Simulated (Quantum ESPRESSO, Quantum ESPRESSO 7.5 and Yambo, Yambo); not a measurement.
**CdF2 (Fm-3m): G0W0 with and without spin-orbit coupling**

Wanted: the effect of spin-orbit coupling on the quasiparticle gap of CdF2 (Fm-3m).

Method: PBE and many-body steps on it, plane waves, in Quantum ESPRESSO 7.5 and Yambo 5.3.0.

### 1. The structure

The structure is cubic, space group Fm-3m (No. 225). The conventional cell has a = 5.388 Å, b = 5.388 Å, c = 5.388 Å, α = 90.00°, β = 90.00°, γ = 90.00°. Cd has 8 F at 2.33 Å nearest. Nearest to F lie 4 Cd at 2.33 Å. Farther neighbours and most contacts between anions are not listed.

The cell and positions come from the Crystallography Open Database and are kept as given unless a step says otherwise.

### 2. Empty states on the mesh, 4×4×4 mesh, 119 bands

This step: Quantum ESPRESSO 7.5; DFT, PBE, plane waves, norm-conserving pseudopotentials.

The sums over transitions need many empty states on a uniform mesh; this step solves for them.

Contents of pw.in:

```
&control
  calculation = 'nscf'
  prefix = 'x'
  outdir = 'o'
  pseudo_dir = 'pseudo'
/
&system
  ibrav = 0
  nat = 3
  ntyp = 2
  ecutwfc = 94.0
  nbnd = 119
  force_symmorphic = .true.
/
&electrons
  conv_thr = 1e-9
  electron_maxstep = 80
  diago_full_acc = .true.
  diago_thr_init = 5e-6
/
ATOMIC_SPECIES
  Cd 112.41 Cd.upf
  F 18.998 F.upf
CELL_PARAMETERS angstrom
  0.0000000000 2.6940000000 2.6940000000
  2.6940000000 0.0000000000 2.6940000000
  2.6940000000 2.6940000000 -0.0000000000
ATOMIC_POSITIONS crystal
  Cd 0.0000000000 0.0000000000 0.0000000000
  F 0.2500000000 0.2500000000 0.2500000000
  F 0.7500000000 0.7500000000 0.7500000000
K_POINTS automatic
  4 4 4 0 0 0
```

Launch:

```bash
OMP_NUM_THREADS=1 mpirun -n 4 pw.x -nk 4 -in pw.in > pw.out
```

The program printed:

```text
Program PWSCF v.7.5 starts

     This program is part of the open-source Quantum ESPRESSO suite
     for quantum simulation of materials; please cite
         "P. Giannozzi et al., J. Phys.:Condens. Matter 21 395502 (2009);
         "P. Giannozzi et al., J. Phys.:Condens. Matter 29 465901 (2017);
         "P. Giannozzi et al., J. Chem. Phys. 152 154105 (2020);
     in publications or presentations arising from this work. More details at

     Atomic positions and unit cell read from directory:
     o/x.save/

     Message from routine setup:
[...]
77.7756  78.0206  79.5497  79.5497  79.7154  79.7154  80.7871  80.7871
     [... 3 further rows ...]
   103.1940 103.8257 103.8257 104.5413 104.6974 104.9175 104.9175 105.6207
   108.5433 108.5433 108.6838 108.6838 109.0130 109.7617 113.3887

          k = 0.3536 0.0000 0.0000 (  4064 PWs)   bands (ev):

     [... further k-points ...]

     highest occupied, lowest unoccupied level (ev):     6.5299    9.6539

     XML data file, pseudopotentials, collected wavefunctions

=------------------------------------------------------------------------------=
   JOB DONE.
=------------------------------------------------------------------------------=
```

Wall time 10 s (4 MPI ranks of Intel Xeon Platinum 8259CL at 2.50GHz (Skylake/Cascade Lake), shared host); peak memory 0.4 GiB.

Numbers from this step:

- gap: 3.124 eV
- k of the valence top: 0.25, -0.5, -0.25
- k of the conduction bottom: 0, 0, 0
- least direct gap: 3.619 eV
- k points computed: 8
- lowest point of the top converged band, above the valence top: 100.8199 eV

On this mesh the gap is 3.124 eV.

The density comes from a self-consistent run that is not shown.

### 3. Conversion and set-up

This step: Yambo 5.3.0; conversion and set-up on PBE, plane waves, norm-conserving pseudopotentials.

The states are converted to the many-body program's format and the q mesh is built.

Launch:

```bash
(cd o/x.save; p2y > p2y.log; mv SAVE ../..); yambo > setup.log
```

The program printed:

```text
 Yambo, version 5.3.0

 [02] CORE Variables Setup
 =========================

  [02.01] Unit cells
  ==================

  Cell kind             :  FCC
  Atoms in the cell     :  Cd  F
  number of Cd atoms    :  1
  number of F  atoms    :  2

  List of atomic masses
  Mass of Cd    :  112.4100
  Mass of F     :  18.99800

  List of atomic coordinates    : [cc]
  Cd1       :  0.000000  0.000000  0.000000  order 1
  F1       :  2.545461  2.545461  2.545461  order 2
  F2       :  7.636383  7.636383  7.636383  order 3

  Alat factors          :  5.090922  5.090922  5.090922 [a.u.]
[...]
==========================================

 IBZ Q-points                                      :   8
 BZ  Q-points                                      :   64

 K/Q-points units:
 rlu = crystal or reduced units; cc = cartesian coordinates; iku = interal k-units

 Q [1]          [rlu]:  0.000000  0.000000  0.000000
 Q [2]          [rlu]:  0.14198E-16 -0.27435E-16  0.25000
 Q [3]          [rlu]: -0.28396E-16  0.54870E-16 -0.50000
[...]
Q [7]          [rlu]: -0.13177E-16 -0.50000     -0.50000
 Q [8]          [rlu]:  0.250000 -0.500000 -0.250000

  [03.01] X indexes
  =================

   [03.01.01] Sigma indexes
   ========================

 [06] Game Over & Game summary
```

It took 3.4 s on 1 MPI rank; peak memory 0.25 GiB.

### 4. Scalar-relativistic

G0W0 replaces the xc potential by the self-energy, built once from these orbitals. Only a window of levels is corrected, while the sums run over the empty bands that the input names.

This step: G0W0 on PBE, plane waves, norm-conserving pseudopotentials.

Contents of gw1.in:

```
HF_and_locXC
gw0
dyson
ppa
em1d
rim_cut
RandQpts= 1000000
RandGvec= 1 RL
EXXRLvcs= 94 Ry
VXCRLvcs= 376 Ry
Chimod= "HARTREE"
% BndsRnXp
 1 | 119 |
%
NGsBlkXp= 10.5 Ry
% LongDrXp
 1 | 1 | 1 |
%
% GbndRnge
 1 | 119 |
%
DysSolver= "n"
ExtendOut
PPAPntXp= 27.21138 eV
% QPkrange
 8 | 8 | 16 | 19 |
 1 | 1 | 16 | 19 |
%
```

Launch:

```bash
OMP_NUM_THREADS=1 mpirun -n 4 yambo -F gw1.in -J gw1 -C gw1 > gw1.log
```

The program printed:

```text
 Yambo, version 5.3.0

 [02] CORE Variables Setup
 =========================

  [... cell, symmetries and grids as in the set-up ...]

  [02.05] Energies & Occupations
  ==============================

  [X] === General ===
  [X] Electronic Temperature                        :  0.000000  0.000000 [eV K]
  [X] Bosonic    Temperature                        :  0.000000  0.000000 [eV K]
  [X] Finite Temperature mode                       : no
  [X] El. density                                   :  0.86947E+24 [cm-3]
  [X] Fermi Level                                   :  6.529887 [eV]

  [X] === Gaps and Widths ===
  [X] Conduction Band Min                           :  3.123994 [eV]
  [X] Valence Band Max                              :  0.000000 [eV]
  [X] Filled Bands                                  :  17
  [X] Empty Bands                                   :   18  119
  [X] Direct Gap                                    :  3.619366 [eV]
  [X] Direct Gap localized at k                     :  1
  [X] Indirect Gap                                  :  3.123994 [eV]
  [X] Indirect Gap between kpts                     :   8   1
  [X] Last valence band width                       :  0.495373 [eV]
  [X] 1st conduction band width                     :  4.976967 [eV]

 [03] Transferred momenta grid and indexing
 ==========================================

 IBZ Q-points                                      :   8
 BZ  Q-points                                      :   64

 K/Q-points units:
 rlu = crystal or reduced units; cc = cartesian coordinates; iku = interal k-units

 Q [1]          [rlu]:  0.000000  0.000000  0.000000
 Q [2]          [rlu]:  0.14198E-16 -0.27435E-16  0.25000
 Q [3]          [rlu]: -0.28396E-16  0.54870E-16 -0.50000
 Q [4]          [rlu]:  0.65886E-17  0.25000      0.25000
 Q [5]          [rlu]: -0.68688E-17  0.25000      0.50000
 Q [6]          [rlu]:  0.27115E-16  0.25000     -0.25000
 Q [7]          [rlu]: -0.13177E-16 -0.50000     -0.50000
 Q [8]          [rlu]:  0.250000 -0.500000 -0.250000

 [04] Coloumb potential Random Integration (RIM)
 ===============================================

  [04.01] RIM initialization
  ==========================

  * Diagonal components only detected *

  8 x (sBL volume)        :  0.117498 [a.u.]
  sBZ random points       :  1000000
  Points outside the sBZ  :   7999624
  RL volume               :  0.939984 [a.u.]
  Integrated volume       :  0.940028 [a.u.]

  [04.02] RIM integrals
  =====================

  Gamma point sphere radius             :  0.088844 [a.u.]
  Points outside the sphere             :   799635
  [Int_sBZ(q=0) 1/q^2]*(Vol_sBZ)^(-1/3) =:  7.763403
                                 should be <:  7.795600

  Summary of Coulomb integrals for non-metallic bands |Q|[au] RIM/Bare

  Q [1] 0.100000E-4 0.995870 * Q [2] 0.267211 1.065611
  Q [4] 0.308548 1.063726 * Q [6] 0.436353 1.025826
  Q [5] 0.511670 1.019349 * Q [3] 0.534422 1.016307
  Q [7] 0.617097 1.012926 * Q [8] 0.689935 1.009939

 [05] Dipoles
 ============

  [05.01] Setup: observables and procedures
  =========================================

 [06] Dynamic Dielectric Matrix (PPA)
 ====================================

 [WR./gw1//ndb.pp]---------------------------------------------------------------
  Brillouin Zone Q/K grids (IBZ/BZ)                :    8   64    8   64
  RL vectors                                       :   4957 [WF]
  Coulomb cutoff potential                         : none
  Electronic Temperature                           :  0.000000 [K]
  Bosonic    Temperature                           :  0.000000 [K]
  PPA    diel. fun.  energies                      : Perdew, Burke & Ernzerhof(X)+Perdew, Burke & Ernzerhof(C)
  wavefunctions                                    : Perdew, Burke & Ernzerhof(X)+Perdew, Burke & Ernzerhof(C)
  Global Gauge                                     : length
  X matrix size                                    :  169
  X band range                                     :    1  119
  X e/h energy range                               : -1.000000 -1.000000 [eV]
  X Time ordering                                  : R
  X Hxc Kernel                                     : HARTREE
  X Drude frequency                                :  0.000000  0.000000
  X poles                                          :  100.0000 [o/o]
  RL vectors in the sum                            :   4957
  [r,Vnl] included                                 : yes
  Field direction                                  :  0.577350E-5  0.577350E-5  0.577350E-5
  BZ energy Double Grid                            : no
  BZ energy DbGd points                            : 0
  BZ Q point size factor                           : -1.000000
  X Optical Averaged directions                    : none

 [07] Local Exchange-Correlation + Non-Local Fock
 ================================================

 [VXC] Plane waves :   32647
 [EXS] Plane waves :   4111

 QP @ state[ 1 ] K range:  1  1
 QP @ state[ 1 ] b range:  16  19
 QP @ state[ 2 ] K range:   8   8
 QP @ state[ 2 ] b range:  16  19

 [xc] Functional : Perdew, Burke & Ernzerhof(X)+Perdew, Burke & Ernzerhof(C)
 [xc] LIBXC used to calculate xc functional
  PP Number of Atomic Species                      :  2
  NLCC RL compoments                               :   32647
  PP Number of Atomic Species                      :  2
  NLCC RL compoments                               :   32647

 [xc] E_xc :  -24.65860 [Ha]
      E_xc :  -49.31721 [Ry]

  Local XC kind (lXC) : Perdew, Burke & Ernzerhof(X)+Perdew, Burke & Ernzerhof(C)
  Non-Local XC kind (nlXC) : Hartree-Fock

  Corrections @ K [1] :  [eV]
 <16|nlXC|16> = -32.28252  0.96113E-17 <16|lXC|16> = -24.99306  0.000000
 <17|nlXC|17> = -32.28237 -0.75867E-17 <17|lXC|17> = -24.99306  0.000000
 <18|nlXC|18> = -7.990550  0.16965E-17 <18|lXC|18> = -12.40280  0.000000
 <19|nlXC|19> = -4.689398 -0.87972E-18 <19|lXC|19> = -10.20232  0.000000

  Corrections @ K [8] :  [eV]
 <16|nlXC|16> = -30.52773  0.74611E-17 <16|lXC|16> = -23.13818  0.000000
 <17|nlXC|17> = -31.53442 -0.56378E-17 <17|lXC|17> = -24.39237 -0.47204E-16
 <18|nlXC|18> = -10.76329  0.10928E-17 <18|lXC|18> = -16.75171  0.000000
 <19|nlXC|19> = -6.368119  0.84743E-18 <19|lXC|19> = -10.95815  0.70806E-16

  [07.01] Hartree-Fock occupations report
  =======================================

  [Hartree-Fock] === General ===
  [Hartree-Fock] Electronic Temperature             :  0.000000  0.000000 [eV K]
  [Hartree-Fock] Bosonic    Temperature             :  0.000000  0.000000 [eV K]
  [Hartree-Fock] Finite Temperature mode            : no
  [Hartree-Fock] El. density                        :  0.86947E+24 [cm-3]
  [Hartree-Fock] Fermi Level                        :  6.529887 [eV]

  [Hartree-Fock] === Gaps and Widths ===
  [Hartree-Fock] Conduction Band Min                :  4.990525 [eV]
  [Hartree-Fock] Valence Band Max                   : -0.088828 [eV]
  [Hartree-Fock] Filled Bands                       :  17
  [Hartree-Fock] Empty Bands                        :   18  119
  [Hartree-Fock] Direct Gap                         :  5.439230 [eV]
  [Hartree-Fock] Direct Gap localized at k          :  2
  [Hartree-Fock] Indirect Gap                       :  5.079353 [eV]
  [Hartree-Fock] Indirect Gap between kpts          :   7   2
  [Hartree-Fock] Last valence band width            :  7.695854 [eV]
  [Hartree-Fock] 1st conduction band width          :  9.098856 [eV]

 [08] Dyson equation: Newton solver
 ==================================

  [08.01] G0W0 (W PPA)
  ====================

  [  GW  ] Bands range     :    1  119
  [GW/PPA] G damping       :  0.100000 [eV]

  QP @ state[ 1 ] K range:  1  1
  QP @ state[ 1 ] b range:  16  19
  QP @ state[ 2 ] K range:   8   8
  QP @ state[ 2 ] b range:  16  19

   Sc/G bands                                       :    1  119
   Sc/G damping                                     :  0.100000 ev
   Sc bands terminator                              : no
   Sx RL components                                 :   4111

   QP @ state[ 1 ] K range                          :  1  1
   QP @ state[ 1 ] b range                          :  16  19
   QP @ state[ 2 ] K range                          :   8   8
   QP @ state[ 2 ] b range                          :  16  19
   GF energies kind                                 : Perdew, Burke & Ernzerhof(X)+Perdew, Burke & Ernzerhof(C)
   GF WF`s kind                                     : Perdew, Burke & Ernzerhof(X)+Perdew, Burke & Ernzerhof(C)
   Xs energies kind                                 : Perdew, Burke & Ernzerhof(X)+Perdew, Burke & Ernzerhof(C)
   Xs WF`s kind                                     : Perdew, Burke & Ernzerhof(X)+Perdew, Burke & Ernzerhof(C)

 [11] Game Over & Game summary
```

It took 2.9 min on 4 MPI ranks; peak memory 1.7 GiB.

This step gave:

| Quantity | Value |
| --- | --- |
| G0W0 gap on the points computed | 5.302 eV |
| starting gap on the mesh | 3.124 eV |
| k of the valence top | 0.25, -0.5, -0.25 |
| k of the conduction bottom | 0, 0, 0 |
| least direct G0W0 gap on the computed points | 6.060 eV |
| Z at the valence top | 0.7977 |
| Z at the conduction bottom | 0.8703 |

The gap on the mesh goes from 3.12 eV to 5.30 eV, a correction of +2.18 eV.

### 5. Empty states on the mesh, 4×4×4 mesh, 238 bands

This step: Quantum ESPRESSO 7.5; DFT, PBE with spin-orbit coupling, plane waves, norm-conserving pseudopotentials.

Edit pw.in of step 2 so:

```diff
@@ -11,4 +11,6 @@
   ecutwfc = 94.0
-  nbnd = 119
+  nbnd = 238
   force_symmorphic = .true.
+  noncolin = .true.
+  lspinorb = .true.
 /
```

Launch:

```bash
OMP_NUM_THREADS=1 mpirun -n 4 pw.x -nk 4 -in pw.in > pw.out
```

The program printed:

```text
[banner, memory and clock lines left out]
Program PWSCF v.7.5 starts

     Atomic positions and unit cell read from directory:
     o/x.save/

     Message from routine setup:
     using ibrav=0 with symmetry is DISCOURAGED, use correct ibrav instead

     G-vector sticks info

     bravais-lattice index     =            0
     lattice parameter (alat)  =       7.1997  a.u.
     unit-cell volume          =     263.8878 (a.u.)^3
     number of atoms/cell      =            3
     number of atomic types    =            2
     number of electrons       =        34.00
[...]
[... 18 further rows ...]
[...]
111.7697 111.7698 111.7764 111.7764 111.9597 111.9597

          k =-0.3536-0.3536 0.3536 (  4092 PWs)   bands (ev):

[...]
42.4057  42.4057  46.4594  46.4594  46.5048  46.5048  47.1195  47.1195
     [... 18 further rows ...]
   108.5398 108.5398 108.5492 108.5492 108.6767 108.6767 108.7066 108.7066
   109.0209 109.0209 109.7594 109.7594 113.3839 113.3839

          k = 0.3536 0.0000 0.0000 (  4064 PWs)   bands (ev):

     [... further k-points ...]

     highest occupied, lowest unoccupied level (ev):     6.5417    9.6622

     XML data file, pseudopotentials, collected wavefunctions
```

Run time: 53 s. Hardware: 4 MPI ranks; peak memory 0.91 GiB; 3.5 min of CPU time.

Numbers from this step:

- gap: 3.120 eV
- k of the valence top: 0.25, -0.5, -0.25
- k of the conduction bottom: 0, 0, 0
- least direct gap: 3.535 eV
- k points computed: 8
- lowest point of the top converged band, above the valence top: 100.8109 eV

On this mesh the gap is 3.120 eV.

The density comes from a self-consistent run that is not shown, made with spin-orbit coupling and fully relativistic files.

(Continued in part 2 of 2.)

[Paths, hosts, dates, memory and timing lines, banners, echoed tables and standing remarks are left out of the program output.]

[Logs are printed without paths, hosts, clocks, repeated set-up lines and the standing remarks that a program may print on its own settings, such as how far it seeks lower states.]

[Runs of the session that timed out or met a known fault of the program may be left out.]

[Hosts, paths, dates, database ids (printed as entryN), source tags and the programs' standing remarks are cut or masked in the printed files.]
